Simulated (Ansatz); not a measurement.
**Lattice dynamics of SbAs (model cell, started as wurtzite)**

How does SbAs (model cell, started as wurtzite) vibrate, and is this structure a minimum?

Method: DFT PBEsol, scalar-relativistic, plane waves, PAW, in Ansatz 0.2.0.

The structure was built from a prototype and need not be the compound's stable phase.

## Step 1: Set-up

It takes space group P6_3mc (No. 186, hexagonal). The conventional cell has a = 4.375 Å, b = 4.375 Å, c = 7.144 Å, α = 90.00°, β = 90.00°, γ = 120.00°. Nearest to Sb lie 4 As at 2.68 Å. Nearest to As lie 4 Sb at 2.68 Å. Farther neighbours are not listed.

Structure file:

```cif
data_structure
_symmetry_space_group_name_H-M 'P 1'
_symmetry_Int_Tables_number 1
_cell_length_a 4.3748
_cell_length_b 4.3748
_cell_length_c 7.1440
_cell_angle_alpha 90.000
_cell_angle_beta 90.000
_cell_angle_gamma 120.000
_cell_volume 118.41
loop_
_atom_site_label
_atom_site_type_symbol
_atom_site_fract_x
_atom_site_fract_y
_atom_site_fract_z
_atom_site_occupancy
Sb1 Sb 0.33333 0.66667 0.00000 1
Sb2 Sb 0.66667 0.33333 0.50000 1
As3 As 0.33333 0.66667 0.37500 1
As4 As 0.66667 0.33333 0.87500 1
```

## Step 2: Relaxation

Harmonic phonons are second derivatives at a point where the forces vanish, and they are wanted at zero stress, so atoms and cell are relaxed first.

input.yaml

```yaml
crystal:
  lattice:
    - [4.37479, 0.0, 0.0]
    - [-2.18739, 3.78868, 0.0]
    - [0.0, 0.0, 7.14403]
  atoms:
    - { symbol: Sb, position: [0.333333, 0.666667, 0.0] }
    - { symbol: Sb, position: [0.666667, 0.333333, 0.5] }
    - { symbol: As, position: [0.333333, 0.666667, 0.375] }
    - { symbol: As, position: [0.666667, 0.333333, 0.875] }
kpoints:
  mp_grid: { grid: [12, 12, 6] }
hamiltonian:
  xc: pbesol
scf:
  occupations: { method: gaussian, width: 0.1 }
output:
  forces: true
  stress: true
  eigenvalues: true
  write_density: true
  write_potential: true
  elf: true
  volumetric_format: npy
relax:
  adjacent_minimum: "off"
  f_tol: 0.005
  max_steps: 80
  cell: { stress_tol: 0.05 }
```

Started as:

```console
ansatz run input.yaml --threads 4 --pin off --max-ram 7168MiB --backend cpu --events-out ev --progress --plain --runs-dir out
```

Numbers of over 12 decimals in the logs are rounded to 6 here.

Log:

```text
Warning: the atoms were moved onto the symmetric positions of the space group found under crystal.symmetry.tolerance 1.0e-5 (fractional; no operation is sought that the atoms, as they stand in a round, miss by more than twice it, and no atom is moved by as much as it), and the run uses the moved positions. Before a round's move an operation carried an atom to 4.37e-6 Å from where it should land, the largest such dist [...]
Engine: ansatz 0.2.0, aarch64-unknown-linux-gnu
Pseudopotentials: kind: paw
Pseudopotential: Sb, paw, valence charge 15, recommended cutoff 420 eV (normal), Sb.paw.azcp
Pseudopotential: As, paw, valence charge 15, recommended cutoff 420 eV (normal), As.paw.azcp
Functional definition: PBEsol
  exchange = pbesol_x
  correlation = pbesol_c
Crystal: 4 atoms, lattice volume = 118.410 Å³
Basis set: ecut = 420 eV, 2297 PW (Γ), exchange–correlation on 60×60×96 points (8 copies of the dense FFT grid, shifted against one another)
Bands: 36, of which v1, the nominal top of the filled ones, is band 30 counted from 1 (29 counted from 0)
Symmetry: 12 space group operations
Space group: P63mc (ITA 186), of the structure as read, at distance tolerance 4.9e-5 Å
k-points: 76 of 864 (time reversal used)
Non-local potential: Sb, projectors of the file, l = 0: 2, l = 1: 2, l = 2: 2, l = 3: 2
Non-local potential: As, projectors of the file, l = 0: 2, l = 1: 2, l = 2: 3, l = 3: 1
PAW form: soft (Blöchl's): semilocal exchange-correlation on the pseudo side does not see the compensation charge
PAW frozen core: Sb, regenerated for the run's functional, and the local potential with it (the file was generated under x = pbe(κ = 0.804, μ = 0.219515), c = pbe(β = 0.066725))
PAW frozen core: As, regenerated for the run's functional, and the local potential with it (the file was generated under x = pbe(κ = 0.804, μ = 0.219515), c = pbe(β = 0.066725))
PAW one-centre angular grid: Sb, 590 points (default); XC on 64 Gauss nodes
PAW one-centre angular grid: As, 590 points (default); XC on 64 Gauss nodes
Initial density: superposition of atomic densities (neutral atoms: chi_scale 0, normalization atom), corrected by the library's trained network
Initial wavefunctions: pseudopotential atomic-orbital guess
Functional: x = pbesol(κ = 0.804, μ = 0.123457), c = pbesol(β = 0.046)
SCF iter   1: F=—  HF=-22440.749527 eV  |F-HF|=—  |Δ(HF+E_count)|=         —  Δρ=2.62e-3  dr2=6.90e-3  ethr=1.77e-3  ⟨swp⟩=6.1  Hψ=10951  notcnv=0
preconditioner: auto → LDOS  [metal: Δε(μ)=0.047 eV  Ē_g=8.484 eV  σ=0.100 eV  W_gap=0.26  n_scr=34 (ndim 8)  ℏωp=15.3 eV  f_vac=0.064  D(μ)=1.58/eV (n_scr^D=2)  β→1.0]
SCF iter   2: F=—  HF=-22440.746224 eV  |F-HF|=—  |Δ(HF+E_count)|=   3.30e-3  Δρ=7.69e-4  dr2=1.04e-3  ethr=1.15e-5  ⟨swp⟩=2.0  Hψ=5643  notcnv=0
SCF iter   3: F=—  HF=-22440.745820 eV  |F-HF|=—  |Δ(HF+E_count)|=   4.04e-4  Δρ=3.56e-4  dr2=1.66e-4  ethr=1.73e-6  ⟨swp⟩=2.0  Hψ=4943  notcnv=0
SCF iter   4: F=—  HF=-22440.745732 eV  |F-HF|=—  |Δ(HF+E_count)|=   8.76e-5  Δρ=5.59e-5  dr2=3.49e-6  ethr=2.77e-7  ⟨swp⟩=2.0  Hψ=4939  notcnv=0
SCF iter   5: F=—  HF=-22440.745733 eV  |F-HF|=—  |Δ(HF+E_count)|=   7.70e-7  Δρ=1.56e-5  dr2=3.77e-7  ethr=5.82e-9  ⟨swp⟩=2.0  Hψ=4201  notcnv=0
SCF iter   6: F=-22440.745733 eV  HF=-22440.745733 eV  |F-HF|=3.19e-9  |Δ(HF+E_count)|=   6.19e-8  Δρ=3.01e-6  dr2=1.43e-8  ethr=1.67e-10  ⟨swp⟩=11.8  Hψ=19785  notcnv=0
SCF 1 converged in 6 iterations: F = -22440.745733 eV  dr2 = 1.43e-8
  greatest PAW one-centre occupation: 0.999 electrons in one spin orbital (limit 2), on the As atom at site 3 (counted from 0), in its partial waves of l = 2
relax step   1: F+E_penalty+E_count = -22440.74573282 eV  Δ(F+E_penalty+E_count) = +0.000e0 eV  max|allowed force component| = 1.423e-1 eV/Å  Δτ_max = 0.0000 Å  P = +6.893 GPa  Ω = 118.410 Å³  (6 SCF iters, dr2 threshold 1.00e-7 eV, accepted)
Crystal: 4 atoms, lattice volume = 135.163 Å³
Basis set: ecut = 420 eV, 2635 PW (Γ), exchange–correlation on 60×60×96 points (8 copies of the dense FFT grid, shifted against one another)
Initial density: handed on by an earlier stage of this run
Initial wavefunctions: those handed on with the density
iter 1 solved again at ethr=2.37e-5 eV; its pass at ethr=3.10e-3 eV (dr2=1.42e-2 eV) is discarded
SCF iter   1: F=—  HF=-22441.059776 eV  |F-HF|=—  |Δ(HF+E_count)|=         —  Δρ=2.59e-3  dr2=1.44e-2  ethr=2.37e-5  ⟨swp⟩=1.4  Hψ=15654  notcnv=0
preconditioner: auto → LDOS  [metal: Δε(μ)=0.040 eV  Ē_g=7.900 eV  σ=0.100 eV  W_gap=0.22  n_scr=34 (ndim 8)  ℏωp=14.3 eV  f_vac=0.126  D(μ)=1.10/eV (n_scr^D=2)  β→1.0]
SCF iter   2: F=—  HF=-22441.057949 eV  |F-HF|=—  |Δ(HF+E_count)|=   1.83e-3  Δρ=1.12e-3  dr2=3.31e-3  ethr=2.37e-5  ⟨swp⟩=2.0  Hψ=5021  notcnv=0
SCF iter   3: F=—  HF=-22441.057001 eV  |F-HF|=—  |Δ(HF+E_count)|=   9.48e-4  Δρ=4.26e-4  dr2=5.27e-4  ethr=5.51e-6  ⟨swp⟩=2.0  Hψ=5021  notcnv=0
SCF iter   4: F=—  HF=-22441.056780 eV  |F-HF|=—  |Δ(HF+E_count)|=   2.21e-4  Δρ=9.50e-5  dr2=2.66e-5  ethr=8.78e-7  ⟨swp⟩=2.0  Hψ=5018  notcnv=0
SCF iter   5: F=—  HF=-22441.056774 eV  |F-HF|=—  |Δ(HF+E_count)|=   5.80e-6  Δρ=1.85e-5  dr2=8.23e-7  ethr=4.43e-8  ⟨swp⟩=2.6  Hψ=4541  notcnv=0
SCF iter   6: F=-22441.056774 eV  HF=-22441.056774 eV  |F-HF|=3.58e-8  |Δ(HF+E_count)|=   4.04e-7  Δρ=3.02e-6  dr2=1.55e-8  ethr=6.67e-10  ⟨swp⟩=11.3  Hψ=23627  notcnv=0
SCF 2 converged in 6 iterations: F = -22441.056774 eV  dr2 = 1.55e-8
relax step   2: F+E_penalty+E_count = -22441.05677373 eV  Δ(F+E_penalty+E_count) = -3.110e-1 eV  max|allowed force component| = 1.995e-2 eV/Å  Δτ_max = 0.0083 Å  P = -0.366 GPa  Ω = 135.163 Å³  energy of the carried Pulay correction = -2.832e-3 eV  (6 SCF iters, dr2 threshold 4.00e-7 eV, accepted)
Crystal: 4 atoms, lattice volume = 134.362 Å³
Basis set: ecut = 420 eV, 2671 PW (Γ), exchange–correlation on 60×60×96 points (8 copies of the dense FFT grid, shifted against one another)
iter 1 solved again at ethr=9.71e-7 eV; its pass at ethr=3.10e-3 eV (dr2=5.83e-4 eV) is discarded
SCF iter   1: F=—  HF=-22441.075950 eV  |F-HF|=—  |Δ(HF+E_count)|=         —  Δρ=6.85e-4  dr2=5.62e-4  ethr=9.71e-7  ⟨swp⟩=2.7  Hψ=16194  notcnv=0
preconditioner: auto → LDOS  [metal: Δε(μ)=0.039 eV  Ē_g=7.937 eV  σ=0.100 eV  W_gap=0.21  n_scr=34 (ndim 8)  ℏωp=14.3 eV  f_vac=0.110  D(μ)=1.36/eV (n_scr^D=2)  β→1.0]
SCF iter   2: F=—  HF=-22441.076025 eV  |F-HF|=—  |Δ(HF+E_count)|=   7.56e-5  Δρ=5.10e-4  dr2=4.65e-4  ethr=9.36e-7  ⟨swp⟩=2.0  Hψ=4268  notcnv=0
SCF iter   3: F=—  HF=-22441.075849 eV  |F-HF|=—  |Δ(HF+E_count)|=   1.77e-4  Δρ=7.28e-5  dr2=7.11e-6  ethr=7.74e-7  ⟨swp⟩=2.0  Hψ=4264  notcnv=0
[...]
[... from here on, the SCF cycles and remarks between the steps are left out ...]
relax step   4: F+E_penalty+E_count = -22441.11398753 eV  Δ(F+E_penalty+E_count) = -3.814e-2 eV  max|allowed force component| = 3.818e-2 eV/Å  Δτ_max = 0.0269 Å  P = -0.301 GPa  Ω = 134.122 Å³  energy of the carried Pulay correction = -2.667e-3 eV  (5 SCF iters, dr2 threshold 4.00e-7 eV, accepted)
relax step   5: F+E_penalty+E_count = -22441.22832752 eV  Δ(F+E_penalty+E_count) = -1.143e-1 eV  max|allowed force component| = 8.058e-2 eV/Å  Δτ_max = 0.0482 Å  P = -0.463 GPa  Ω = 132.597 Å³  energy of the carried Pulay correction = -2.422e-3 eV  (6 SCF iters, dr2 threshold 4.00e-7 eV, accepted)
relax step   6: F+E_penalty+E_count = -22441.34427094 eV  Δ(F+E_penalty+E_count) = -1.159e-1 eV  max|allowed force component| = 2.415e-2 eV/Å  Δτ_max = 0.0666 Å  P = -1.202 GPa  Ω = 131.033 Å³  energy of the carried Pulay correction = -2.169e-3 eV  (6 SCF iters, dr2 threshold 4.00e-7 eV, accepted)
relax step   7: F+E_penalty+E_count = -22441.42733294 eV  Δ(F+E_penalty+E_count) = -8.306e-2 eV  max|allowed force component| = 1.738e-1 eV/Å  Δτ_max = 0.0587 Å  P = -0.435 GPa  Ω = 125.639 Å³  energy of the carried Pulay correction = -1.269e-3 eV  (6 SCF iters, dr2 threshold 4.00e-7 eV, accepted)
relax step   8: F+E_penalty+E_count = -22441.43462073 eV  Δ(F+E_penalty+E_count) = -7.288e-3 eV  max|allowed force component| = 1.473e-1 eV/Å  Δτ_max = 0.0249 Å  P = +0.002 GPa  Ω = 123.441 Å³  energy of the carried Pulay correction = -8.915e-4 eV  (5 SCF iters, dr2 threshold 4.00e-7 eV, accepted)
relax step   9: F+E_penalty+E_count = -22441.44012323 eV  Δ(F+E_penalty+E_count) = -5.502e-3 eV  max|allowed force component| = 2.417e-2 eV/Å  Δτ_max = 0.0150 Å  P = +0.098 GPa  Ω = 122.640 Å³  energy of the carried Pulay correction = -7.520e-4 eV  (4 SCF iters, dr2 threshold 4.00e-7 eV, accepted)
relax step  10: F+E_penalty+E_count = -22441.44056257 eV  Δ(F+E_penalty+E_count) = -4.393e-4 eV  max|allowed force component| = 4.066e-3 eV/Å  Δτ_max = 0.0004 Å  P = -0.040 GPa  Ω = 122.961 Å³  energy of the carried Pulay correction = -8.080e-4 eV  (4 SCF iters, dr2 threshold 1.75e-7 eV, accepted)
relax step  11: F+E_penalty+E_count = -22441.44059431 eV  Δ(F+E_penalty+E_count) = -3.174e-5 eV  max|allowed force component| = 1.960e-3 eV/Å  Δτ_max = 0.0010 Å  P = +0.011 GPa  Ω = 122.881 Å³  energy of the carried Pulay correction = -7.941e-4 eV  (5 SCF iters, dr2 threshold 7.17e-9 eV, accepted)
relax step  12: F+E_penalty+E_count = -22441.44675751 eV  Δ(F+E_penalty+E_count) = -6.163e-3 eV  max|allowed force component| = 1.081e-3 eV/Å  Δτ_max = 0.0000 Å  P = +0.117 GPa  Ω = 122.881 Å³  stress off target by 1.73e-1 GPa  SCF on the basis re-selected at this cell (its energy is not comparable with the rows above)  (6 SCF iters)
relax step  13: F+E_penalty+E_count = -22441.44687011 eV  Δ(F+E_penalty+E_count) = -1.126e-4 eV  max|allowed force component| = 1.351e-4 eV/Å  Δτ_max = 0.0003 Å  P = +0.007 GPa  Ω = 123.144 Å³  energy of the carried Pulay correction = -4.329e-5 eV  (4 SCF iters, dr2 threshold 7.46e-8 eV, accepted)
iter 1 solved again at ethr=2.29e-7 eV; its pass at ethr=3.10e-3 eV (dr2=1.38e-4 eV) is discarded
SCF iter   1: F=—  HF=-22441.446903 eV  |F-HF|=—  |Δ(HF+E_count)|=         —  Δρ=3.96e-6  dr2=1.58e-8  ethr=2.29e-7  ⟨swp⟩=3.0  Hψ=17252  notcnv=0
eigensolver tolerance schedule: the retry pair's looser diagonalisation over-reported the residual by 8696.69 of it (diagonalisation noise at 1.81 of the residual, at the tolerance the schedule requests for it); recorded, not acted on — ethr = c·dr2/N_el stays at c = 1.0e-1
SCF iter   2: F=—  HF=-22441.446909 eV  |F-HF|=—  |Δ(HF+E_count)|=   5.47e-6  Δρ=3.14e-6  dr2=1.82e-8  ethr=2.64e-11  ⟨swp⟩=3.8  Hψ=7486  notcnv=0
SCF iter   3: F=—  HF=-22441.446909 eV  |F-HF|=—  |Δ(HF+E_count)|=   1.11e-8  Δρ=8.38e-7  dr2=6.86e-10  ethr=2.64e-11  ⟨swp⟩=2.0  Hψ=5025  notcnv=0
SCF iter   4: F=—  HF=-22441.446909 eV  |F-HF|=—  |Δ(HF+E_count)|=  1.75e-10  Δρ=2.20e-7  dr2=6.43e-11  ethr=1.14e-12  ⟨swp⟩=2.0  Hψ=5026  notcnv=0
SCF iter   5: F=-22441.446909 eV  HF=-22441.446909 eV  |F-HF|=7.28e-12  |Δ(HF+E_count)|=  2.91e-11  Δρ=9.21e-8  dr2=1.61e-11  ethr=1.00e-12  ⟨swp⟩=6.4  Hψ=13379  notcnv=0
SCF 14 converged in 5 iterations: F = -22441.446909 eV  dr2 = 1.61e-11
relax step  14: F+E_penalty+E_count = -22441.44690865 eV  Δ(F+E_penalty+E_count) = -3.854e-5 eV  max|allowed force component| = 1.417e-4 eV/Å  Δτ_max = 0.0000 Å  P = +0.007 GPa  Ω = 123.144 Å³  stress off target by 1.08e-2 GPa  SCF on the basis re-selected at this cell (its energy is not comparable with the rows above)  (5 SCF iters)
basis re-selected at this cell: Δ(F+E_penalty+E_count) = -3.854e-5 eV, ΔP = -0.000 GPa vs the last step (what re-selecting the basis moved, of the pressure what is left beyond the Pulay correction that the steps carried, after the strain that the cell walked since its last selection, with what the two solves' SCF thresholds leave and, on support functions, any second-order correction that the steps lacked; it is no m [...]
SCF converged after 5 iterations
Free energy (F): -22441.446909 eV
Harris-Foulkes:  -22441.446909 eV  (|F-HF|=7.28e-12)
Internal energy: -22441.439142 eV  (E = F + TS)
E sigma→0 (E₀):  -22441.443025 eV
Entropy (-TS):   -0.007767 eV (-1.942 meV/atom)
Fermi energy:    8.004187 eV
--- Per-component energies (eV) ---
  E_band       = -946.460701
  E_kinetic    = 618.885898
  E_local      = -7690.420603  (includes V_loc(G=0)·N_el)
  E_nonlocal   = -610.010909
  E_hartree    = 3803.116940
  E_xc         = -431.481320
  E_vxc        = -350.317740  (∫ρ·V_xc dr)
  E_paw        = -12582.230237  (= ΣΔE_a)
  E_vpaw       = -520.831179  (= ΣTr[D̂ρ^β])
  E_aug_tail   = 0.000012  (compensation charges beyond the density's cutoff)
  E_ewald      = -5551.895494
  E_core_change = 2.596571  (= ΣΔE_core)
  E_smearing   = -0.007767  (= −TS)
  E_closure    = -0.000000  (closes the sum)
  Σ components = -22441.446909   (vs F -22441.446909, Δ=0.00e0)
--- Forces (eV/Å), atoms counted from 1 ---
  atom   1  Sb     0.00000000     0.00000000     0.00014177
  atom   2  Sb    -0.00000000    -0.00000000     0.00014177
  atom   3  As     0.00000000     0.00000000    -0.00014169
  atom   4  As    -0.00000000    -0.00000000    -0.00014169
  max |Σ_I F_I| component: 1.60e-7 eV/Å
--- Stress (GPa, compression-positive) ---
        0.010816       0.000000       0.000000
        0.000000       0.010816      -0.000000
        0.000000      -0.000000      -0.001292
  P = ⅓ Tr σ = 0.0068 GPa (0.068 kbar)
--- Band table (eV; the first three rows and the last of 76) ---
  k-point 0: bands = [... 26 lower, 3.9485, 5.8221, 5.9233, 5.9233, 7.8074, 7.8074, 10.2075, 10.2075, ... 2 higher]
  k-point 1: bands = [... 26 lower, 4.0431, 5.7198, 5.7198, 6.3648, 7.9359, 7.9359, 9.9470, 9.9470, ... 2 higher]
  k-point 2: bands = [... 26 lower, 4.3181, 5.2543, 5.2543, 7.0014, 8.2760, 8.2760, 9.0108, 9.3760, ... 2 higher]
  k-point 75: bands = [... 26 lower, 6.0485, 6.0485, 7.8534, 7.8534, 8.5547, 8.5547, 9.1806, 9.1806, ... 2 higher]
--- Relaxed structure (12 steps of the walk, 12 accepted, 2 SCFs on fresh bases) ---
  F+E_penalty+E_count = -22441.44690865 eV   max|allowed force component| = 1.417e-4 eV/Å   (the final SCF, on the basis selected at the relaxed cell)
  cell:  # Å, volume = 123.1442 Å³
    - [4.863328, -3.2091182987664416e-6, 3.950114093538934e-18]
    - [-2.431661, 4.211768, -6.413790901369111e-18]
    - [6.450528306648748e-18, -8.369792902679753e-18, 6.011959]
  atoms:
    - { symbol: Sb, position: [0.333333, 0.666667, -0.035185] }
    - { symbol: Sb, position: [0.666667, 0.333333, 0.464815] }
    - { symbol: As, position: [0.333333, 0.666667, 0.410185] }
    - { symbol: As, position: [0.666667, 0.333333, 0.910185] }
```

Wall time 2.6 min (4 threads of Arm Neoverse V1, shared host); peak memory 0.6 GiB.

Relaxation path:

| step | energy less that of the first step (eV) | largest force component (eV/Å) | pressure (GPa) | volume (Å³) |
| --- | --- | --- | --- | --- |
| 1 | 0.0000 | 0.1423 | 6.89 | 118.41 |
| 2 | -0.3110 | 0.0200 | -0.37 | 135.16 |
| 3 | -0.3301 | 0.0208 | -0.15 | 134.36 |
| 4 | -0.3683 | 0.0382 | -0.30 | 134.12 |
| 5 | -0.4826 | 0.0806 | -0.46 | 132.60 |
| 6 | -0.5985 | 0.0242 | -1.20 | 131.03 |
| 7 | -0.6816 | 0.1738 | -0.43 | 125.64 |
| 8 | -0.6889 | 0.1473 | 0.00 | 123.44 |
| 9 | -0.6944 | 0.0242 | 0.10 | 122.64 |
| 10 | -0.6948 | 0.0041 | -0.04 | 122.96 |
| 11 | -0.6949 | 0.0020 | 0.01 | 122.88 |
| 12* | -0.7010 | 0.0011 | 0.12 | 122.88 |
| 13 | -0.7011 | 0.0001 | 0.01 | 123.14 |
| 14* | -0.7012 | 0.0001 | 0.01 | 123.14 |

Relaxation steps marked * repeat the geometry before them on a plane-wave basis chosen anew for their cell, so energy and pressure can jump there.

The run keeps the 12 symmetry operations that it works with, so distortions that break them were not tested.

| cell as run | before | after | change |
| --- | --- | --- | --- |
| a (Å) | 4.375 | 4.863 | +11.2 % |
| b (Å) | 4.375 | 4.863 | +11.2 % |
| c (Å) | 7.144 | 6.012 | -15.8 % |
| volume (Å³/atom) | 29.60 | 30.79 | +4.0 % |

The atoms that moved most (Å, as changes of fractional coordinates times the final cell):

| atom | dx | dy | dz | length |
| --- | --- | --- | --- | --- |
| Sb2 | 0.000 | 0.000 | -0.212 | 0.212 |
| As3 | 0.000 | 0.000 | 0.212 | 0.212 |
| Sb1 | 0.000 | 0.000 | -0.212 | 0.212 |
| As4 | 0.000 | 0.000 | 0.212 | 0.212 |

Final coordinates:

```cif
data_structure
_symmetry_space_group_name_H-M 'P 1'
_symmetry_Int_Tables_number 1
_cell_length_a 4.8633
_cell_length_b 4.8633
_cell_length_c 6.0120
_cell_angle_alpha 90.000
_cell_angle_beta 90.000
_cell_angle_gamma 120.000
_cell_volume 123.14
loop_
_atom_site_label
_atom_site_type_symbol
_atom_site_fract_x
_atom_site_fract_y
_atom_site_fract_z
_atom_site_occupancy
Sb1 Sb 0.33333 0.66667 0.96481 1
Sb2 Sb 0.66667 0.33333 0.46481 1
As3 As 0.33333 0.66667 0.41019 1
As4 As 0.66667 0.33333 0.91019 1
```

This step gave:

```
pressure          : 0.006780 GPa
volume per atom   : 30.79 Å³
gap on the k-mesh : 0 eV
```

Electrostatic potential energy in the ac plane at fractional y = 0.333, with atoms of Sb and As within 0.2 Å of it. With pseudopotentials it is smooth inside the atoms' cores, unlike the true potential.

Ten even steps from '_' (-20 eV) to '@' (11 eV), each cell a mean:
```
@@%%%%%%@@%%**--##@@%%==**%%
@@@@%%@@@@%%**--%%@@@@==++%%
@@@@@@@@@@@@##==++%%**--**@@
@@@@@@@@@@@@%%**==----**%%@@
@@@@@@@@@@@@@@%%##**##%%@@@@
@@@@@@@@@@@@@@%%##****%%@@@@
@@@@@@@@@@@@%%++::....==##@@
@@@@@@@@@@%%**::______..++%%
@@@@@@@@@@%%++__________==%%
@@@@@@@@@@%%++..________==%%
@@@@@@@@@@%%##--______::**%%
@@@@@@@@@@@@%%**==--==**%%@@
@@@@@@@@@@@@@@%%%%##%%%%@@@@
@@@@@@@@@@@@@@@@@@@@@@@@@@@@
@@@@@@@@@@@@@@@@%%%%%%@@@@@@
@@@@@@@@@@@@@@%%**++**##@@@@
@@%%%%%%@@@@%%++--==--==##@@
```
Columns run along a (4.9 Å; values clipped at the 3rd and 97th percentile), rows up along c (6.0 Å). Atoms in or near the plane, at fractional coordinates: Sb at (0.67, 0.46), As at (0.67, 0.91).

Valence density in the ac plane at fractional y = 0.333, with atoms of Sb and As within 0.2 Å of it. It is the smooth field of the valence electrons, not physical close to the nuclei.

Ten steps, logarithmic in the rise over the least value, from '0' (0 e/Å³) to '9' (26 e/Å³), each cell a mean:
```
00000114798421
00000114898521
00000013676310
00000011333210
00000001121100
00000001121100
00000011333210
00000013576310
00000124798521
00000124787421
00000012455310
00000001222110
00000000111000
00000000000000
00000000010000
00000001122100
00000012454210
```
Columns run along a (4.9 Å), rows up along c (6.0 Å). Atoms in or near the plane, at fractional coordinates: Sb at (0.67, 0.46), As at (0.67, 0.91).

ELF in the ac plane at fractional y = 0.333, with atoms of Sb and As within 0.2 Å of it. It is the smooth field of the valence electrons, not physical close to the nuclei.

Ten even steps from '0' (0.00) to '9' (0.70), each cell a mean:
```
56665799535897
56665688434787
44544578656885
22222368989864
10001247999852
10000246777652
21212355444554
33443554201455
55655653000356
56665664100356
45655565323566
34443356666664
12322134666531
12221112333211
12322124566421
34443358999863
45655589989986
```
Columns run along a (4.9 Å), rows up along c (6.0 Å). Atoms in or near the plane, at fractional coordinates: Sb at (0.67, 0.46), As at (0.67, 0.91).

In this step the volume went from 29.60 to 30.79 Å³/atom.

[end of part 1 of 2]

[Logs are printed without paths, hosts, clocks, repeated set-up lines and the standing remarks that a program may print on its own settings, such as how far it seeks lower states.]

[Hosts, paths, dates, database ids (printed as entryN), source tags and the programs' standing remarks are cut or masked in the printed files.]
